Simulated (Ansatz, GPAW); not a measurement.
# How Li3SCl (model structure) absorbs and reflects light, part 2 of 3

Wanted: where Li3SCl (model structure) starts to absorb, how strongly, and its refractive index. The structure is a model built here, which may or may not match a known phase. It was built so: All Br replaced by Cl and O replaced by S in the Pm-3m structure of Li3BrO. The cell is first relaxed with Ansatz.

GPAW 26.7.0; DFT, PBE, plane-wave PAW (GPAW data sets), scalar-relativistic, RPA, optical limit.

So far: The structure; Relaxation.

### Step 3. Ground state

First the ground state: is it a metal or has it a gap?

This step: DFT, PBE, plane-wave PAW (GPAW data sets), scalar-relativistic, ground state (GPAW 26.7.0).

Contents of gs.py:

```python
from ase import Atoms
from ase.dft.bandgap import bandgap
from gpaw import GPAW, PW, FermiDirac

atoms = Atoms(['Cl', 'S', 'Li', 'Li', 'Li'],
              cell=[[4.59148519, 0.00000000, 0.00000000],
                    [0.00000000, 4.59148519, 0.00000000],
                    [0.00000000, 0.00000000, 4.59148519]],
              scaled_positions=[[0.50000000, 0.50000000, 0.50000000],
                                [0.00000000, 1.00000000, 0.00000000],
                                [0.00000000, 0.00000000, 0.50000000],
                                [0.00000000, 0.50000000, 1.00000000],
                                [0.50000000, 0.00000000, 1.00000000]],
              pbc=[True, True, True])
atoms.calc = GPAW(mode=PW(500), xc='PBE', kpts={'size': (5, 5, 5), 'gamma': True},
                  occupations=FermiDirac(0.05), maxiter=150, txt='gs.txt')
print('energy (eV)', atoms.get_potential_energy())
print('Fermi level (eV)', atoms.calc.get_fermi_level())
print('valence electrons', atoms.calc.get_number_of_electrons())
print('gap (eV)', bandgap(atoms.calc, output=None)[0])
print('direct gap (eV)', bandgap(atoms.calc, direct=True, output=None)[0])
atoms.calc.write('gs.gpw')
```

The run is started by

```
$ OMP_NUM_THREADS=1 python gs.py
```

Numbers of over 12 decimals in the logs are rounded to 6 here.

The log of the run:

```text
__  _  _
 | _ |_)|_||  |
 |__||  | ||/\| - 26.7.0

Versions:
  Python: 3.12.14
  ASE:    3.29.0
  Numpy:  2.5.5
  Scipy:  1.18.1
  Libxc:  7.0.0

Input parameters:
  mode=PW(ecut=500.0),
  kpts=MonkhorstPack(size=(5, 5, 5), gamma=True),
  maxiter=150,
  occupations=Occupations(name='fermi-dirac', width=0.05, fixmagmom=False),
  xc=XC(name='PBE')

Diagonalizing LCAO Hamiltonian
Converting LCAO to pw mode
    .----------.
   /|          |
  / |          |
 *  |          |
 |  |          |
 |  |   Cl     |
 Li .----------.
 | Li         /
 |/          /
 S-----Li---*

Atoms  # Å, Bohr magnetons
|   | symbol |        x |        y |        z |    initial magnetic moments |
| 0 |     Cl | 2.295743 | 2.295743 | 2.295743 | ( 0.0000,  0.0000,  0.0000) |
| 1 |      S | 0.000000 | 4.591485 | 0.000000 | ( 0.0000,  0.0000,  0.0000) |
| 2 |     Li | 0.000000 | 0.000000 | 2.295743 | ( 0.0000,  0.0000,  0.0000) |
| 3 |     Li | 0.000000 | 2.295743 | 4.591485 | ( 0.0000,  0.0000,  0.0000) |
| 4 |     Li | 2.295743 | 0.000000 | 4.591485 | ( 0.0000,  0.0000,  0.0000) |

Unit cell  # Å
| periodic |        x |        y |        z |  lengths |    angles |
|      yes | 4.591485 | 0.000000 | 0.000000 | 4.591485 | 90.000000 |
|      yes | 0.000000 | 4.591485 | 0.000000 | 4.591485 | 90.000000 |
|      yes | 0.000000 | 0.000000 | 4.591485 | 4.591485 | 90.000000 |

Number of symmetries: 48
Symmetry operations  # r_c * U_cc + t_c -> r_c
|    | kind |            matrix            |
|  0 |  E   |  1, 0, 0,  0, 1, 0,  0, 0, 1 |
|  1 |  σ   |  1, 0, 0,  0, 1, 0,  0, 0,-1 |
|  2 |  σ   |  1, 0, 0,  0, 0, 1,  0, 1, 0 |
|  3 |  C4  |  1, 0, 0,  0, 0, 1,  0,-1, 0 |
|  4 |  C4  |  1, 0, 0,  0, 0,-1,  0, 1, 0 |
|  5 |  σ   |  1, 0, 0,  0, 0,-1,  0,-1, 0 |
|  6 |  σ   |  1, 0, 0,  0,-1, 0,  0, 0, 1 |
|  7 |  C2  |  1, 0, 0,  0,-1, 0,  0, 0,-1 |
|  8 |  σ   |  0, 1, 0,  1, 0, 0,  0, 0, 1 |
|  9 |  C2  |  0, 1, 0,  1, 0, 0,  0, 0,-1 |
| 10 |  C3  |  0, 1, 0,  0, 0, 1,  1, 0, 0 |
| 11 |  S6  |  0, 1, 0,  0, 0, 1, -1, 0, 0 |
| 12 |  S6  |  0, 1, 0,  0, 0,-1,  1, 0, 0 |
| 13 |  C3  |  0, 1, 0,  0, 0,-1, -1, 0, 0 |
| 14 |  C4  |  0, 1, 0, -1, 0, 0,  0, 0, 1 |
| 15 |  S4  |  0, 1, 0, -1, 0, 0,  0, 0,-1 |
| 16 |  C3  |  0, 0, 1,  1, 0, 0,  0, 1, 0 |
| 17 |  S6  |  0, 0, 1,  1, 0, 0,  0,-1, 0 |
| 18 |  σ   |  0, 0, 1,  0, 1, 0,  1, 0, 0 |
| 19 |  C4  |  0, 0, 1,  0, 1, 0, -1, 0, 0 |
| 20 |  C2  |  0, 0, 1,  0,-1, 0,  1, 0, 0 |
| 21 |  S4  |  0, 0, 1,  0,-1, 0, -1, 0, 0 |
| 22 |  S6  |  0, 0, 1, -1, 0, 0,  0, 1, 0 |
| 23 |  C3  |  0, 0, 1, -1, 0, 0,  0,-1, 0 |
| 24 |  S6  |  0, 0,-1,  1, 0, 0,  0, 1, 0 |
| 25 |  C3  |  0, 0,-1,  1, 0, 0,  0,-1, 0 |
| 26 |  C4  |  0, 0,-1,  0, 1, 0,  1, 0, 0 |
| 27 |  σ   |  0, 0,-1,  0, 1, 0, -1, 0, 0 |
| 28 |  S4  |  0, 0,-1,  0,-1, 0,  1, 0, 0 |
| 29 |  C2  |  0, 0,-1,  0,-1, 0, -1, 0, 0 |
| 30 |  C3  |  0, 0,-1, -1, 0, 0,  0, 1, 0 |
| 31 |  S6  |  0, 0,-1, -1, 0, 0,  0,-1, 0 |
| 32 |  C4  |  0,-1, 0,  1, 0, 0,  0, 0, 1 |
| 33 |  S4  |  0,-1, 0,  1, 0, 0,  0, 0,-1 |
| 34 |  S6  |  0,-1, 0,  0, 0, 1,  1, 0, 0 |
| 35 |  C3  |  0,-1, 0,  0, 0, 1, -1, 0, 0 |
| 36 |  C3  |  0,-1, 0,  0, 0,-1,  1, 0, 0 |
| 37 |  S6  |  0,-1, 0,  0, 0,-1, -1, 0, 0 |
| 38 |  σ   |  0,-1, 0, -1, 0, 0,  0, 0, 1 |
| 39 |  C2  |  0,-1, 0, -1, 0, 0,  0, 0,-1 |
| 40 |  σ   | -1, 0, 0,  0, 1, 0,  0, 0, 1 |
| 41 |  C2  | -1, 0, 0,  0, 1, 0,  0, 0,-1 |
| 42 |  C2  | -1, 0, 0,  0, 0, 1,  0, 1, 0 |
| 43 |  S4  | -1, 0, 0,  0, 0, 1,  0,-1, 0 |
| 44 |  S4  | -1, 0, 0,  0, 0,-1,  0, 1, 0 |
| 45 |  C2  | -1, 0, 0,  0, 0,-1,  0,-1, 0 |
| 46 |  C2  | -1, 0, 0,  0,-1, 0,  0, 0, 1 |
| 47 |  i   | -1, 0, 0,  0,-1, 0,  0, 0,-1 |

BZ-sampling:
  Number of BZ points: 125
  Number of IBZ points: 10

  Monkhorst-Pack size: [5, 5, 5]
  Monkhorst-Pack shift: [0, 0, 0]

K-points  # in reciprocal-cell coordinates
|   |                                coordinates |     weight |
| 0 | (  0.00000000,   0.00000000,   0.00000000) | 0.00800000 |
| 1 | (  0.20000000,   0.00000000,   0.00000000) | 0.04800000 |
| 2 | (  0.20000000,   0.20000000,   0.00000000) | 0.09600000 |
| 3 | (  0.20000000,   0.20000000,   0.20000000) | 0.06400000 |
| 4 | (  0.40000000,   0.00000000,   0.00000000) | 0.04800000 |
| 5 | (  0.40000000,   0.20000000,   0.00000000) | 0.19200000 |
| 6 | (  0.40000000,   0.20000000,   0.20000000) | 0.19200000 |
| 7 | (  0.40000000,   0.40000000,   0.00000000) | 0.09600000 |
| 8 | (  0.40000000,   0.40000000,   0.20000000) | 0.19200000 |
| 9 | (  0.40000000,   0.40000000,   0.40000000) | 0.06400000 |

Plane wave coefficients: 2517
Cutoff: 500.0 eV

Spin-components: 1 (collinear spins)
Bands:           14
Projectors:      19
Spin-degeneracy: 2
Datatype:        complex128

Parallelization:
  kpt:    1
  domain: 1
  band:   1

Density:
  Valence electrons: 16.0
  Components: 1
  Grid points: [24 24 24]
  Charge: 0.0  # |e|

Potential:
  Grid points: [24 24 24]

species:
  Cl:
    name:    Chlorine
    id:
    Z:       17.0
    valence: 7
    core:    10
    charge:  0.0  # [|e|]
    compensation charges:
      type: gauss
      rc: 0.25  # [Å]
      lmax: 2
    cutoffs:
      filter: 1.40  # [Å]
      core: 1.49  # [Å]
    projectors
    | kind |    occ | energy [eV] | rcut [Å] |
    |   3s |  2.000 |     -20.689 |    0.794 |
    |   3p |  5.000 |      -8.594 |    0.794 |
    |    s |        |       6.523 |    0.794 |
    |    p |        |      18.617 |    0.794 |
    |    d |        |       0.000 |    0.794 |

    Using partial waves for Cl as LCAO basis

  S:
    name:    Sulfur
    id:
    Z:       16.0
    valence: 6
    core:    10
    charge:  0.0  # [|e|]
    compensation charges:
      type: gauss
      rc: 0.24  # [Å]
      lmax: 2
    cutoffs:
      filter: 1.77  # [Å]
      core: 1.66  # [Å]
    projectors
    | kind |    occ | energy [eV] | rcut [Å] |
    |   3s |  2.000 |     -17.254 |    0.974 |
    |   3p |  4.000 |      -7.008 |    0.979 |
    |    s |        |       9.957 |    0.974 |
    |    p |        |      20.203 |    0.979 |
    |    d |        |       0.000 |    0.900 |

    Using partial waves for S as LCAO basis

  Li:
    name:    Lithium
    id:
    Z:       3.0
    valence: 1
    core:    2
    charge:  0.0  # [|e|]
    compensation charges:
      type: gauss
      rc: 0.33  # [Å]
      lmax: 2
    cutoffs:
      filter: 1.91  # [Å]
      core: 2.55  # [Å]
    projectors
    | kind |    occ | energy [eV] | rcut [Å] |
    |   2s |  1.000 |      -2.874 |    1.058 |
    |   2p |  0.000 |      -1.090 |    1.058 |
    |    s |        |      24.337 |    1.058 |

    Using partial waves for Li as LCAO basis

Reference energy: -24020.932754  # eV

eigensolver:
  PPCG
  Converge bands: occupied
  niter=2

density mixing:
  MSR1-Mixer
  Pratt-step length: 0.05
  Maximum mixing coefficient: 0.75
  Old densities: 10
  SVD Regularization: 0.005
  Good broyden scale: 1.0
  Trust region scale: 1.0
  Backstep threshold: 4.0
  History deletion threshold: 6.0
  Fourier metric: weight=20.0, sigma=0.015

occupation numbers:
  Fermi-Dirac:
    width: 0.0500  # eV

poisson solver:
  ecut: 4000.0  # eV

xc functional:
  name: PBE with 2 nearest neighbor stencil

convergence criteria:
- Maximum [total energy] change in last 3 cyles: 0.0005 eV / valence electron
- Maximum integral of absolute [dens]ity change: 0.0001 electrons / valence electron
- Maximum integral of absolute [eigenst]ate change: 4e-08 eV^2 / valence electron
maximum number of iterations: 150

SCF iterations
|iter     |      energy | eigst |  dens |
|iter:   1||  -18.974042 | -0.69 |       |
|iter:   2||  -18.844828 | -2.42 | -0.95 |
|iter:   3||  -18.405413 | -1.63 | -0.98 |
|iter:   4||  -18.424439 | -3.09 | -1.45 |
|iter:   5||  -18.430959 | -3.72 | -1.84 |
|iter:   6||  -18.431149c| -4.93 | -2.72 |
|iter:   7||  -18.431205c| -5.73 | -3.04 |
|iter:   8||  -18.431205c| -7.15 | -3.97 |
|iter:   9||  -18.431205c| -8.29c| -4.50c|

Converged in 9 steps
SCF loop duration: 5.122 s (0.569 s/step)
Energy contributions relative to reference atoms: (reference = -24020.932754)

Energy contributions:
  Kinetic:          20.401858
  Coulomb:         -20.484146
  Zero:              0.049290
  External:          0.000000
  Xc:              -18.398207
  Entropy:          -0.000000
  Spinorbit:         0.000000
  ----------------------------
  Free energy:     -18.431205
  Extrapolated:    -18.431205

dipole moment: (-19.962905, -19.962905, -19.962905)  # |e|*Ang

Fermi level: 1.641
Eigenvalues  # (at kpt = [0.000, 0.000, 0.000])
| band index |      eig [eV] | occ [0-2] |
|          0 |       -12.825 |     2.000 |
|          1 |       -10.036 |     2.000 |
|          2 |        -1.670 |     2.000 |
|          3 |        -1.670 |     2.000 |
|          4 |        -1.670 |     2.000 |
|          5 |        -0.268 |     2.000 |
|          6 |        -0.268 |     2.000 |
|          7 |        -0.268 |     2.000 |
|          8 |         4.187 |     0.000 |
|          9 |         6.551 |     0.000 |
|         10 |         6.551 |     0.000 |
|         11 |        10.312 |     0.000 |
|         12 |        10.312 |     0.000 |
|         13 |        10.312 |     0.000 |

Gap: 4.152 eV
Transition (v -> c):
  (s=0, k=7, n=7, [0.40, 0.40, 0.00]) -> (s=0, k=0, n=8, [0.00, 0.00, 0.00])
Direct/indirect transitions are different
Direct gap: 4.454 eV
Transition at: (s=0, k=0, n=7, [0.00, 0.00, 0.00])

--- standard output ---
energy (eV) -18.431205
Fermi level (eV) 1.640771
valence electrons 16.0
gap (eV) 4.151747
direct gap (eV) 4.454471
```

Elapsed: 6.6 s, on 1 thread of Arm Neoverse V1, shared host; peak memory 0.17 GiB.

Numbers from this step:

| Property | Result |
| --- | --- |
| energy | -18.43 eV |
| Fermi energy | 1.641 eV |
| gap on the k-mesh | 4.152 eV |
| direct gap on the mesh | 4.454 eV |
| electrons | 16 |

There is a gap, 4.15 eV on this mesh (points off the mesh can give less), so no carriers' term is needed.

### Step 4. Bands for the response

At the fixed density, many empty bands are solved on the mesh of the response, since the spectrum sums over them.

This step: DFT, PBE, plane-wave PAW (GPAW data sets), scalar-relativistic, bands at fixed density (GPAW 26.7.0).

Contents of nscf.py:

```python
from ase.dft.bandgap import bandgap
from gpaw import GPAW, FermiDirac

calc = GPAW('gs.gpw').fixed_density(kpts={'size': (6, 6, 6), 'gamma': True}, nbands=47, convergence={'bands': 41},
                                    occupations=FermiDirac(0.001), txt='nscf.txt')
print('gap (eV)', bandgap(calc, output=None)[0])
print('direct gap (eV)', bandgap(calc, direct=True, output=None)[0])
print('top band over the Fermi level (eV)', min(calc.get_eigenvalues(kpt=k)[40] for k in range(len(calc.get_ibz_k_points()))) - calc.get_fermi_level())
calc.write('full.gpw', mode='all')
```

The run is started by

```
$ OMP_NUM_THREADS=1 python nscf.py
```

The log of the run:

```text
Diagonalizing LCAO Hamiltonian
Converting LCAO to pw mode
convergence criteria:
- Maximum integral of absolute [eigenst]ate change: 4e-08 eV^2 / valence electron
maximum number of iterations: 150

SCF iterations
|iter     |      energy | eigst |  dens |
|iter:   1||             | +3.56 |       |
|iter:   2||             | +2.28 |       |
|iter:   3||             | +1.31 |       |
|iter:   4||             | +0.28 |       |
|iter:   5||             | -0.74 |       |
|iter:   6||             | -1.63 |       |
|iter:   7||             | -2.53 |       |
|iter:   8||             | -3.33 |       |
|iter:   9||             | -4.16 |       |
|iter:  10||             | -4.93 |       |
|iter:  11||             | -5.73 |       |
|iter:  12||             | -6.47 |       |
|iter:  13||             | -7.20 |       |
|iter:  14||             | -7.71c|       |
SCF steps: 14
  __  _  _
 | _ |_)|_||  |
 |__||  | ||/\| - 26.7.0

Versions:
  Python: 3.12.14
  ASE:    3.29.0
  Numpy:  2.5.5
  Scipy:  1.18.1
  Libxc:  7.0.0

Input parameters:
  mode=PW(ecut=500.0),
  convergence={'bands': 41},
  gpts=array([24, 24, 24]),
  kpts=MonkhorstPack(size=(6, 6, 6), gamma=True),
  maxiter=150,
  nbands=47,
  occupations=Occupations(name='fermi-dirac', width=0.001, fixmagmom=False),
  parallel={},
  xc=XC(name='PBE')

--- standard output ---
gap (eV) 4.114535
direct gap (eV) 4.179642
top band over the Fermi level (eV) 22.779723
```

Wall time 45 s (1 thread); peak memory 0.23 GiB.

Read-outs, printed or worked out from the files:

```
gap on the k-mesh      : 4.115 eV
direct gap on the mesh : 4.180 eV
```

[end of part 2 of 3]

[Machine, clock and banner lines and Python warnings are left out of the logs.]

[Logs are printed without paths, hosts, clocks, repeated set-up lines and the standing remarks that a program may print on its own settings, such as how far it seeks lower states.]

[Hosts, paths, dates, database ids (printed as entryN), source tags and the programs' standing remarks are cut or masked in the printed files.]
